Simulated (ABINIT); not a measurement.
# InSbSe3 (Pm-3m): zone-centre phonons

Which modes does InSbSe3 (Pm-3m) have at the zone centre?

Calculated with ABINIT 10.8.3; DFT LDA, scalar-relativistic, plane waves, HGH norm-conserving pseudopotentials.

Report form: the programs' logs are mostly left out.

The structure was built from a prototype and need not be the compound's stable phase.

**1. Starting point**

The structure is cubic, space group Pm-3m (No. 221). Conventional cell: a = 5.057 Å, b = 5.057 Å, c = 5.057 Å, α = 90.00°, β = 90.00°, γ = 90.00°. Nearest to In lie 12 Se at 3.58 Å. Nearest to Sb lie 6 Se at 2.53 Å. Nearest to Se lie 2 Sb at 2.53 Å. Farther neighbours and most contacts between anions are not listed.

**2. A probe with smearing**

A first run with smearing and empty bands tells whether the crystal has a gap, which decides between fixed occupations and smearing later on.

Contents of probe.abi:

```
# ground state
tolvrs 1.0d-08
prtden 1
prtwf 1

# basis, mesh and filling
ecut 20.0
ixc 7
ngkpt 4 4 4
nshiftk 1
shiftk 0.0 0.0 0.0
istwfk *1
occopt 7
tsmear 0.005
nband 20
nstep 100
diemac 9.0
prtebands 0
prtgsr 0

# cell and atoms
acell 9.555967067 9.555967067 9.555967067
rprim 
    1.0 0.0 0.0
    0.0 1.0 0.0
    0.0 0.0 1.0
ntypat 3
znucl 49 51 34
natom 5
typat 1 2 3 3 3
xred 
    0.0 0.0 0.0
    0.5 0.5 0.5
    0.5 0.5 0.0
    0.5 0.0 0.5
    0.0 0.5 0.5
pp_dirpath "./pseudo"
pseudos "In.hgh, Sb.hgh, Se.hgh"
```

Launch:

```sh
OMP_NUM_THREADS=1 mpirun -n 4 abinit probe.abi > probe.log
```

The job ended after 7.8 s (4 MPI ranks of Arm Neoverse V1, shared host; 31 s of CPU time).

Numbers from this step:

- volume per atom: 25.86 Å³
- pressure: 4.250 GPa
- gap on the k-mesh: 0 eV

No gap opens on this mesh, so smearing is kept; the printed pressure holds the stress of the finite basis too.

**3. Rough relaxation**

The typed start is rough, so a first relaxation with smearing and loose thresholds takes it towards rest cheaply.

Contents of prerelax.abi:

```
# relaxation
ionmov 2
optcell 2
dilatmx 1.15
chkdilatmx 0
ntime 40
tolmxf 3.0d-04
tolvrs 1.0d-10
prtwf 0
prtden 0
chksymtnons 0

# basis, mesh and filling
ecut 21.0
ecutsm 3.0
ixc 7
ngkpt 4 4 4
nshiftk 1
shiftk 0.0 0.0 0.0
istwfk *1
occopt 7
tsmear 0.005
nband 20
nstep 100
diemac 1000000.0
prtebands 0
prtgsr 0

# cell and atoms
acell 9.555967067 9.555967067 9.555967067
rprim 
    1.0 0.0 0.0
    0.0 1.0 0.0
    0.0 0.0 1.0
ntypat 3
znucl 49 51 34
natom 5
typat 1 2 3 3 3
xred 
    0.0 0.0 0.0
    0.5 0.5 0.5
    0.5 0.5 0.0
    0.5 0.0 0.5
    0.0 0.5 0.5
pp_dirpath "./pseudo"
pseudos "In.hgh, Sb.hgh, Se.hgh"
```

Launch:

```sh
OMP_NUM_THREADS=1 mpirun -n 4 abinit prerelax.abi > prerelax.log
```

Wall time 46 s (4 MPI ranks); 3 min of CPU time.

Step by step:

| step | energy less that of the first step (eV) | largest force (eV/Å) | volume (Å³) |
| --- | --- | --- | --- |
| 1 | 0.0000 | 0.0000 | 129.31 |
| 2 | -0.0610 | 0.0000 | 131.39 |
| 3 | -0.1836 | 0.0000 | 140.31 |
| 4 | -0.1858 | 0.0000 | 141.61 |

| conventional cell, symmetrised | before | after | change |
| --- | --- | --- | --- |
| a (Å) | 5.057 | 5.212 | +3.1 % |
| b (Å) | 5.057 | 5.212 | +3.1 % |
| c (Å) | 5.057 | 5.212 | +3.1 % |
| volume (Å³/atom) | 25.86 | 28.32 | +9.5 % |

The relaxed structure:

```cif
data_structure
_symmetry_space_group_name_H-M 'P 1'
_symmetry_Int_Tables_number 1
_cell_length_a 5.2123
_cell_length_b 5.2123
_cell_length_c 5.2123
_cell_angle_alpha 90.000
_cell_angle_beta 90.000
_cell_angle_gamma 90.000
_cell_volume 141.61
loop_
_atom_site_label
_atom_site_type_symbol
_atom_site_fract_x
_atom_site_fract_y
_atom_site_fract_z
_atom_site_occupancy
In1 In 0.00000 0.00000 0.00000 1
Sb2 Sb 0.50000 0.50000 0.50000 1
Se3 Se 0.50000 0.50000 0.00000 1
Se4 Se 0.50000 0.00000 0.50000 1
Se5 Se 0.00000 0.50000 0.50000 1
```

This step gave:

```yaml
volume_per_atom: 28.32 Å³
pressure: 0.06003 GPa
```

The volume changes by +9.5 % in this run and stands +9.5 % from the first cell.

**4. Relaxation**

The harmonic expansion needs vanishing forces, and a free crystal bears no stress, so cell and atoms are brought to rest. Stress is more sensitive to the basis than forces are: the last 3 Ha under the cutoff are smoothed with ecutsm, and the cutoff is raised above that of the later runs.

Contents of relax.abi:

```
# relaxation
ionmov 2
optcell 2
dilatmx 1.08
ntime 40
tolmxf 1.0d-05
tolvrs 1.0d-14
prtwf 0
prtden 0
chksymtnons 0

# basis, mesh and filling
ecut 26.0
ecutsm 3.0
ixc 7
ngkpt 4 4 4
nshiftk 1
shiftk 0.0 0.0 0.0
istwfk *1
occopt 6
tsmear 0.01
nband 20
nstep 100
diemac 1000000.0
prtebands 0
prtgsr 0

# cell and atoms
acell 9.849871229 9.849871229 9.849871229
rprim 
    1.0 0.0 0.0
    0.0 1.0 0.0
    0.0 0.0 1.0
ntypat 3
znucl 49 51 34
natom 5
typat 1 2 3 3 3
xred 
    0.0 0.0 0.0
    0.5 0.5 0.5
    0.5 0.5 0.0
    0.5 0.0 0.5
    0.0 0.5 0.5
pp_dirpath "./pseudo"
pseudos "In.hgh, Sb.hgh, Se.hgh"
```

Launch:

```sh
OMP_NUM_THREADS=1 mpirun -n 4 abinit relax.abi > relax.log
```

Elapsed: 50 s, on 4 MPI ranks; 3.3 min of CPU time.

Little changed from the start: no atom moved by 0.005 Å and no cell edge by 0.1 %.

Numbers from this step:

```
volume per atom : 28.35 Å³
pressure        : 8.52e-5 GPa
```

The volume changes by +0.1 % in this run and stands +9.6 % from the first cell.

**5. Ground state**

The response is built on these wavefunctions, so the potential is converged far more tightly than an energy would need. Smearing stays on, as the first look found no gap above 0.3 eV.

Contents of gs.abi:

```
# ground state
tolvrs 1.0d-16
prtden 1
prtwf 1

# basis, mesh and filling
ecut 20.0
ixc 7
ngkpt 4 4 4
nshiftk 1
shiftk 0.0 0.0 0.0
istwfk *1
occopt 6
tsmear 0.01
nband 20
nstep 100
diemac 1000000.0
prtebands 0
prtgsr 0

# cell and atoms
acell 9.852645197 9.852645197 9.852645197
rprim 
    1.0 0.0 0.0
    0.0 1.0 0.0
    0.0 0.0 1.0
ntypat 3
znucl 49 51 34
natom 5
typat 1 2 3 3 3
xred 
    0.0 0.0 0.0
    0.5 0.5 0.5
    0.5 0.5 0.0
    0.5 0.0 0.5
    0.0 0.5 0.5
pp_dirpath "./pseudo"
pseudos "In.hgh, Sb.hgh, Se.hgh"
```

Launch:

```sh
OMP_NUM_THREADS=1 mpirun -n 4 abinit gs.abi > gs.log
```

Wall time 12 s (4 MPI ranks).

Numbers from this step:

| Quantity | Value |
| --- | --- |
| pressure | -0.8845 GPa |

The cell stands at -0.88 GPa: the relaxation ran with a smoothed and higher cutoff, and the difference is a stress of the finite basis.

**6. Zone-centre response**

At q = 0 one unit cell holds all displacements. The response is solved for single atoms along the cell's directions, and symmetry skips those that follow from others. The crystal is treated as a metal, which screens a static field, so no field response is asked.

Contents of dfpt_gamma.abi:

```

# common to the responses
getwfk_filepath "gso_WFK"
kptopt 2
nqpt 1
qpt 0.0 0.0 0.0
asr 0
chneut 0

# displacements
rfphon 1
rfatpol 1 5
rfdir 1 1 1
tolvrs 1.0d-10
prtwf 0

# basis, mesh and filling
ecut 20.0
ixc 7
ngkpt 4 4 4
nshiftk 1
shiftk 0.0 0.0 0.0
istwfk *1
occopt 6
tsmear 0.01
nband 20
nstep 100
diemac 1000000.0
prtebands 0
prtgsr 0

# cell and atoms
acell 9.852645197 9.852645197 9.852645197
rprim 
    1.0 0.0 0.0
    0.0 1.0 0.0
    0.0 0.0 1.0
ntypat 3
znucl 49 51 34
natom 5
typat 1 2 3 3 3
xred 
    0.0 0.0 0.0
    0.5 0.5 0.5
    0.5 0.5 0.0
    0.5 0.0 0.5
    0.0 0.5 0.5
pp_dirpath "./pseudo"
pseudos "In.hgh, Sb.hgh, Se.hgh"
```

Launch:

```sh
OMP_NUM_THREADS=1 mpirun -n 4 abinit dfpt_gamma.abi > dfpt_gamma.log
```

Run time: 75 s. Hardware: 4 MPI ranks; 5 min of CPU time.

Read from the output:

| Item | Value |
| --- | --- |
| largest acoustic frequency at the zone centre before the sum rule | 3.21 cm⁻¹ |
| highest optical zone-centre mode (no LO-TO term) | 156.9 cm⁻¹ |
| lowest optical zone-centre mode | -100.6 cm⁻¹ |

The acoustic modes at Γ come out as far as 3.2 cm⁻¹ from zero, where they should vanish, a small numerical error. The lowest optical mode is imaginary, 101i cm⁻¹, an instability at this level and on this k mesh.

**7. Modes with the sum rule**

anaddb reads the merged derivatives and imposes the acoustic sum rule.

Contents of anaddb.abi:

```
ddb_filepath "gamma_DDB"
output_file "anaddb.abo"
outdata_prefix "anaddb"
asr 1
chneut 1
enunit 2
eivec 1
nph1l 1
qph1l 0.0 0.0 0.0 1.0
```

Contents of mrgddb.in:

```
gamma_DDB
merged
2
dfpt_gammao_DDB
gso_DDB
```

Launch:

```sh
mrgddb < mrgddb.in > mrgddb.log
OMP_NUM_THREADS=1 anaddb anaddb.abi > anaddb.log
```

Wall time 0.51 s (1 thread).

Read from the output:

- lowest optical zone-centre mode: -100.7 cm⁻¹

No LO-TO term; unit eigenvectors of the mass-weighted matrix, from anaddb's displacements. The modes at Γ (shares of kinetic energy by element, %) (negative means imaginary):

| mode | frequency (cm⁻¹) | symmetry | In % | Sb % | Se % |
| --- | --- | --- | --- | --- | --- |
| 1 | -100.6 | T1u | 6 | 29 | 65 |
| 2 | -100.6 | T1u | 6 | 29 | 65 |
| 3 | -100.6 | T1u | 6 | 29 | 65 |
| 4 | -92.8 | T2u | 0 | 0 | 100 |
| 5 | -92.8 | T2u | 0 | 0 | 100 |
| 6 | -92.8 | T2u | 0 | 0 | 100 |
| 7 | -48.6 | T1u | 69 | 22 | 9 |
| 8 | -48.6 | T1u | 69 | 22 | 9 |
| 9 | -48.6 | T1u | 69 | 22 | 9 |
| 10 | 0.0 | acoustic | 24 | 26 | 50 |
| 11 | 0.0 | acoustic | 24 | 26 | 50 |
| 12 | 0.0 | acoustic | 24 | 26 | 50 |
| 13 | 156.9 | T1u | 0 | 24 | 76 |
| 14 | 156.9 | T1u | 0 | 24 | 76 |
| 15 | 156.9 | T1u | 0 | 24 | 76 |

Displacements in mode 1 (-100.6 cm⁻¹), the largest set to 1:
```
In1  0.00  0.00  0.38
Sb2  0.00  0.00  0.77
Se3  0.00  0.00  0.27
Se4  0.00  0.00 -1.00
Se5  0.00  0.00 -1.00
```

Displacements in mode 13 (156.9 cm⁻¹), the largest set to 1:
```
In1  0.00  0.00  0.01
Sb2  0.00  0.00  0.46
Se3  0.00  0.00 -1.00
Se4  0.00  0.00  0.14
Se5  0.00  0.00  0.14
```

The rule moves no optical mode by more than 0.2 cm⁻¹.

**8. Sum rules set otherwise (asr 0)**

Without the rule the raw error of the acoustic modes shows.

anaddb.abi, as its differences from that of step 7:

```diff
@@ -3,4 +3,4 @@
 outdata_prefix "anaddb"
-asr 1
-chneut 1
+asr 0
+chneut 0
 enunit 2
```

mrgddb.in is that of step 7.

The job ended after 0.49 s (1 thread).

Numbers from this step:

- lowest optical zone-centre mode: -100.6 cm⁻¹

Zone-centre frequencies as printed; negative means imaginary. Modes:

| mode | frequency (cm⁻¹) |
| --- | --- |
| 1 | -100.6 |
| 2 | -100.6 |
| 3 | -100.6 |
| 4 | -92.74 |
| 5 | -92.74 |
| 6 | -92.74 |
| 7 | -48.54 |
| 8 | -48.54 |
| 9 | -48.54 |
| 10 | 3.21 |
| 11 | 3.21 |
| 12 | 3.21 |
| 13 | 156.9 |
| 14 | 156.9 |
| 15 | 156.9 |

**9. What came out**

```
space group after relaxation                                           : Pm-3m
volume per atom                                                        : 28.3 Å³
highest optical zone-centre mode (no LO-TO term)                       : 156.9 cm⁻¹
lowest optical zone-centre mode                                        : -100.7 cm⁻¹
imaginary optical modes at the zone centre (no q mesh in this session) : yes
```

**Reading.** At the LDA level the optical modes of InSbSe3 (Pm-3m) at the zone centre run from 101i to 157 cm⁻¹, so the structure is a saddle point, with 9 modes beyond 10i cm⁻¹ there. The base run prints -0.88 GPa, mostly the error of a finite basis; the relaxation, with a smoothed and higher cutoff, had brought the cell to rest. These are harmonic frequencies at zero temperature: anharmonic shifts and linewidths and thermal expansion are left out. Spin-orbit coupling is left out, which can matter for the heavy elements here. The HGH files keep few electrons and have no core correction, which is cheap but rough for In and Sb. In a metal the frequencies hang on the k mesh and the smearing, most of all near Kohn anomalies. The structure is a hypothetical one, built on a prototype.

[Host names and launcher messages were left out of these logs when they were recorded.]

[Logs are printed without paths, hosts, clocks, repeated set-up lines and the standing remarks that a program may print on its own settings, such as how far it seeks lower states.]

[Hosts, paths, dates, database ids (printed as entryN), source tags and the programs' standing remarks are cut or masked in the printed files.]
